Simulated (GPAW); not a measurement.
# Optical response of TaF3, part 2 of 2

Aim: the dielectric function of TaF3, and the optical constants that follow from it.

GPAW 26.7.0; DFT, RPBE, plane-wave PAW (GPAW data sets), scalar-relativistic, RPA, optical limit.

So far. Step 2 (Ground state): There are states at the Fermi level within the smearing, so the occupations stay smeared and the carriers get a Drude term.

### Step 4. Dielectric function, RPA

Transitions between filled and empty bands, summed over the zone, give the optical response, so mesh, band count and broadening shape it.

The induced potential is part of this response.

This step: DFT, RPBE, plane-wave PAW (GPAW data sets), scalar-relativistic, RPA, optical limit (GPAW 26.7.0).

Input file df.py:

```python
from gpaw.response.df import DielectricFunction

df = DielectricFunction('full.gpw', frequencies={'type': 'nonlinear', 'domega0': 0.03, 'omega2': 8},
                        ecut=50,
                        eta=0.1,
                        nbands=47,
                        rate=0.2,
                        txt='df.txt')
for direction in ['x']:
    df.get_dielectric_function(xc='RPA', direction=direction, filename=f'df_{direction}.csv')
```

On the command line:

```console
> OMP_NUM_THREADS=1 python df.py
```

Log:

```text
Using integrator: PointIntegrator
NonLinearFrequencyDescriptor(from 0.000 to 102.839 eV, 543 points)
Nonperiodic BCs:  [False False False]
Using integrator: PointIntegrator
NonLinearFrequencyDescriptor(from 0.000 to 102.839 eV, 543 points)
Nonperiodic BCs:  [False False False]
Using integrator: PointIntegrator

Calculating chi0 body with:
    Ground state adapter containing:
    Number of spins: 1
    Number of kpoints: 512
    Number of irreducible kpoints: 35
    Number of completely occupied states: 16
    Number of partially occupied states: 20

    Linear response parametrization:
    q_c: [0.0, 0.0, 0.0]
    Number of frequency points: 543
    Planewave cutoff: 50.0
    Number of bands: 47
    Number of planewaves: 57
    Broadening (eta): 0.1

Integrating chi0 body.

Symmetries of q_c:
    Direct symmetries (Uq -> q): 48
    Indirect symmetries (TUq -> q): 0
In total 48 allowed symmetries.

35 groups of equivalent kpoints. 93.1640625% reduction.

Integral kind: spectral function

Calculating chi0 optical extensions with:
    Ground state adapter containing:
    Number of spins: 1
    Number of kpoints: 512
    Number of irreducible kpoints: 35
    Number of completely occupied states: 16
    Number of partially occupied states: 20

    Linear response parametrization:
    Number of frequency points: 543
    Planewave cutoff: 50.0
    Number of bands: 47
    Number of planewaves: 57
    Broadening (eta): 0.1
Integrating chi0 head and wings.

Symmetries of q_c:
    Direct symmetries (Uq -> q): 48
    Indirect symmetries (TUq -> q): 0
In total 48 allowed symmetries.

35 groups of equivalent kpoints. 93.1640625% reduction.

Integral kind: spectral function wings

Calculating drude chi0 with:
    Number of frequency points:543
    Plasma frequency decay rate: 0.2 eV

    Ground state adapter containing:
    Number of spins: 1
    Number of kpoints: 512
    Number of irreducible kpoints: 35
    Number of completely occupied states: 16
    Number of partially occupied states: 20

Symmetries of q_c:
    Direct symmetries (Uq -> q): 48
    Indirect symmetries (TUq -> q): 0
In total 48 allowed symmetries.

35 groups of equivalent kpoints. 93.1640625% reduction.

Integral kind: intraband
Plasma frequency:
[[2.48+0.j 0.  -0.j 0.  +0.j]
 [0.  -0.j 2.48+0.j 0.  +0.j]
 [0.  +0.j 0.  +0.j 2.48+0.j]]
```

The job ended after 8 s (1 thread of Arm Neoverse V2, shared host; peak memory 0.3 GiB).

Numbers from this step:

| Property | Result |
| --- | --- |
| centre of weight of the strongest loss peak in the window | 1.826 eV |

The Im ε, E ∥ x has structure finer than the step of the table below, so its rows give means over 1 eV, whole bins alone (the curve runs from 0.619 to 25.0 eV). Peaks (eV: height): 9.8: 2.81, 10.8: 1.55, 13.1: 2.49, 13.8: 2.89, 16.2: 1.32, 21.6: 0.969.

Sum at mesh points, not converged in k. The Im ε, E ∥ x by photon energy; means over each step:

photon energy (eV), Im ε, E ∥ x and a bar:
```
        2       0.39 #####
        3       0.13 #
        4       0.06 
        5       0.03 
        6       0.03 
        7       0.10 #
        8       0.13 #
        9       0.60 #######
       10       1.92 #########################
       11       1.12 ##############
       12       1.63 #####################
       13       2.32 ##############################
       14       2.15 ############################
       15       0.86 ###########
       16       0.98 ############
       17       0.68 #########
       18       0.77 ##########
       19       0.78 ##########
       20       0.86 ###########
       21       0.85 ###########
       22       0.73 #########
       23       0.40 #####
       24       0.37 ####
```

Values under 1 per cm are given as 1; sum at mesh points, not converged in k. Absorption coefficient, E ∥ x against photon energy:

photon energy (eV), log10 absorption coefficient, E ∥ x (1/cm) and a bar from the least value:
```
      1.0        5.3 ####################
      1.5        5.2 ##################
      2.0        4.7 ############
      2.5        4.4 ########
      3.0        4.2 ######
      3.5        4.1 ####
      4.0        4.0 ###
      4.5        3.9 ##
      5.0        3.8 #
      5.5        3.7 
      6.0        3.8 #
      6.5        4.0 ####
      7.0        4.4 #########
      7.5        4.3 #######
      8.0        4.3 #######
      8.5        4.9 ##############
      9.0        5.0 ###############
      9.5        5.6 #######################
     10.0        5.9 ###########################
     10.5        5.5 ######################
     11.0        5.7 ########################
     11.5        5.6 #######################
     12.0        5.8 ##########################
     12.5        5.9 ###########################
     13.0        6.0 ############################
     13.5        6.0 #############################
     14.0        6.2 ##############################
     14.5        6.1 #############################
     15.0        5.8 ##########################
     15.5        5.8 ##########################
     16.0        5.9 ###########################
     16.5        5.9 ###########################
     17.0        5.8 ##########################
     17.5        5.7 ########################
     18.0        5.8 ##########################
     18.5        5.9 ###########################
     19.0        5.8 ##########################
     19.5        5.9 ###########################
     20.0        5.9 ###########################
     20.5        6.0 ############################
     21.0        5.9 ###########################
     21.5        6.0 ############################
     22.0        6.0 ############################
     22.5        5.8 ##########################
     23.0        5.7 #########################
     23.5        5.7 ########################
     24.0        5.7 ########################
     24.5        5.6 ########################
```

The reflectivity at normal incidence, E ∥ x has structure finer than the step of the table below, so its rows give means over 0.5 eV, whole bins alone (the curve runs from 0.619 to 25.0 eV). Peaks (eV: height): 9.82: 14.8, 10.81: 7.98, 14.31: 22.1, 16.34: 8.76, 21.75: 7.10.

Sum at mesh points, not converged in k. Reflectivity at normal incidence, E ∥ x against photon energy; means over each step:

photon energy (eV), reflectivity at normal incidence, E ∥ x (%) and a bar:
```
      1.0       63.6 ##############################
      1.5       43.4 ####################
      2.0        8.4 ####
      2.5        0.3 
      3.0        0.6 
      3.5        1.1 
      4.0        1.6 #
      4.5        2.1 #
      5.0        2.5 #
      5.5        2.9 #
      6.0        3.3 #
      6.5        3.9 ##
      7.0        4.0 ##
      7.5        4.6 ##
      8.0        5.5 ##
      8.5        6.6 ###
      9.0        8.6 ####
      9.5       12.4 ######
     10.0       11.9 #####
     10.5        5.8 ###
     11.0        6.0 ###
     11.5        7.2 ###
     12.0        8.6 ####
     12.5       11.3 #####
     13.0       13.1 ######
     13.5       13.1 ######
     14.0       18.6 #########
     14.5       17.2 ########
     15.0        6.4 ###
     15.5        4.0 ##
     16.0        5.2 ##
     16.5        6.5 ###
     17.0        3.4 #
     17.5        2.0 #
     18.0        3.3 #
     18.5        3.7 ##
     19.0        2.9 #
     19.5        3.5 #
     20.0        3.6 ##
     20.5        4.4 ##
     21.0        3.8 ##
     21.5        5.7 ###
     22.0        6.6 ###
     22.5        3.6 ##
     23.0        1.9 #
     23.5        1.4 
     24.0        1.2 
     24.5        0.8
```

The Im ε, E ∥ x has structure finer than the step of the table below, so its rows give means over 1 eV, whole bins alone (the curve runs from 0.619 to 25.0 eV). Peaks (eV: height): without local fields 9.8: 2.74, 10.8: 1.63, 11.9: 1.88, 13.1: 2.58, 13.8: 2.89, 16.1: 1.42, 20.3: 1.18; with local fields 9.8: 2.81, 10.8: 1.55, 13.1: 2.49, 13.8: 2.89, 16.2: 1.32, 21.6: 0.969.

Sum at mesh points, not converged in k. Im ε, E ∥ x against photon energy; means over each step:

| photon energy (eV) | without local fields | with local fields |
| --- | --- | --- |
| 2 | 0.385 | 0.386 |
| 3 | 0.130 | 0.128 |
| 4 | 0.0680 | 0.0614 |
| 5 | 0.0364 | 0.0338 |
| 6 | 0.0347 | 0.0312 |
| 7 | 0.124 | 0.0974 |
| 8 | 0.160 | 0.128 |
| 9 | 0.680 | 0.598 |
| 10 | 1.90 | 1.92 |
| 11 | 1.27 | 1.12 |
| 12 | 1.80 | 1.63 |
| 13 | 2.39 | 2.32 |
| 14 | 2.20 | 2.15 |
| 15 | 0.990 | 0.860 |
| 16 | 1.09 | 0.975 |
| 17 | 0.852 | 0.683 |
| 18 | 0.930 | 0.771 |
| 19 | 0.960 | 0.783 |
| 20 | 1.06 | 0.858 |
| 21 | 1.000 | 0.847 |
| 22 | 0.813 | 0.729 |
| 23 | 0.540 | 0.404 |
| 24 | 0.503 | 0.373 |

The loss function −Im 1/ε at q → 0, E ∥ x has structure finer than the step of the table below, so its rows give means over 0.5 eV, whole bins alone (the curve runs from 0.619 to 25.0 eV). Peaks (eV: height): 1.84: 2.15, 14.87: 1.05, 16.44: 0.809, 22.16: 1.07.

Sum at mesh points, not converged in k. The loss function −Im 1/ε at q → 0, E ∥ x by energy loss; means over each step:

energy loss (eV), loss function −Im 1/ε at q → 0, E ∥ x and a bar:
```
      1.0       0.13 ###
      1.5       0.80 ##################
      2.0       1.30 ##############################
      2.5       0.20 #####
      3.0       0.07 ##
      3.5       0.04 #
      4.0       0.02 
      4.5       0.01 
      5.0       0.01 
      5.5       0.01 
      6.0       0.01 
      6.5       0.01 
      7.0       0.02 
      7.5       0.01 
      8.0       0.01 
      8.5       0.03 #
      9.0       0.04 #
      9.5       0.10 ##
     10.0       0.27 ######
     10.5       0.23 #####
     11.0       0.23 #####
     11.5       0.16 ####
     12.0       0.19 ####
     12.5       0.22 #####
     13.0       0.28 ######
     13.5       0.33 ########
     14.0       0.42 ##########
     14.5       0.81 ###################
     15.0       0.85 ####################
     15.5       0.62 ##############
     16.0       0.46 ##########
     16.5       0.75 #################
     17.0       0.64 ###############
     17.5       0.45 ##########
     18.0       0.45 ##########
     18.5       0.52 ############
     19.0       0.50 ############
     19.5       0.50 ###########
     20.0       0.50 ###########
     20.5       0.60 ##############
     21.0       0.55 #############
     21.5       0.66 ###############
     22.0       0.96 ######################
     22.5       0.85 ####################
     23.0       0.60 ##############
     23.5       0.49 ###########
     24.0       0.45 ##########
     24.5       0.34 ########
```

At chosen wavelengths:

| wavelength (nm) | n | k | R (%) | 1/α |
| --- | --- | --- | --- | --- |
| 1550 | 0.84 | 2.691 | 68.4 | 46 nm |
| 800 | 0.40 | 0.877 | 41.6 | 73 nm |
| 532 | 0.92 | 0.116 | 0.5 | 366 nm |
| 450 | 1.08 | 0.065 | 0.3 | 551 nm |
| 405 | 1.17 | 0.051 | 0.7 | 628 nm |
| 308 | 1.29 | 0.022 | 1.7 | 1.1 µm |
| 193 | 1.48 | 0.014 | 3.8 | 1.1 µm |

In reflection the computed colour is red, dark: x = 0.585, y = 0.359, luminous reflectivity 2 %.

### Step 5. Outcome

| Item | Value |
| --- | --- |
| centre of weight of the strongest loss peak in the window, first axis | 1.83 eV |

In words: At this level (RPBE, RPA) TaF3 is a metal. The mesh is too coarse to trust the carriers' weight, the reflectivity or the colour to better than tens of per cent. In reflection the computed colour is red, dark: x = 0.585, y = 0.359, luminous reflectivity 2 %. The carriers' damping of 0.2 eV is typed, not computed; it shapes the response at the lowest energies. The run has no spin polarisation; magnetic order or correlation, untested here, could change the spectrum. Spin-orbit coupling is left out although heavy atoms are present. In this version of GPAW the matrix elements of the optical limit are incomplete, which can lower ε − 1 by up to a tenth where first-row anions or d states rule, and shift it by more in d metals. GPAW's carrier term has the form −ωp²/(ω + i·rate)², which damps like twice the rate and fails at low energy, so the curves leave the lowest energies out. The sum runs over mesh points 0.20 Å⁻¹ apart with no interpolation, so peaks are partly noise of the mesh, and the Drude plasma energy, a sum over the Fermi surface, isn't converged.

[Machine, clock and banner lines and Python warnings are left out of the logs.]

[Logs are printed without paths, hosts, clocks, repeated set-up lines and the standing remarks that a program may print on its own settings, such as how far it seeks lower states.]

[Hosts, paths, dates, database ids (printed as entryN), source tags and the programs' standing remarks are cut or masked in the printed files.]
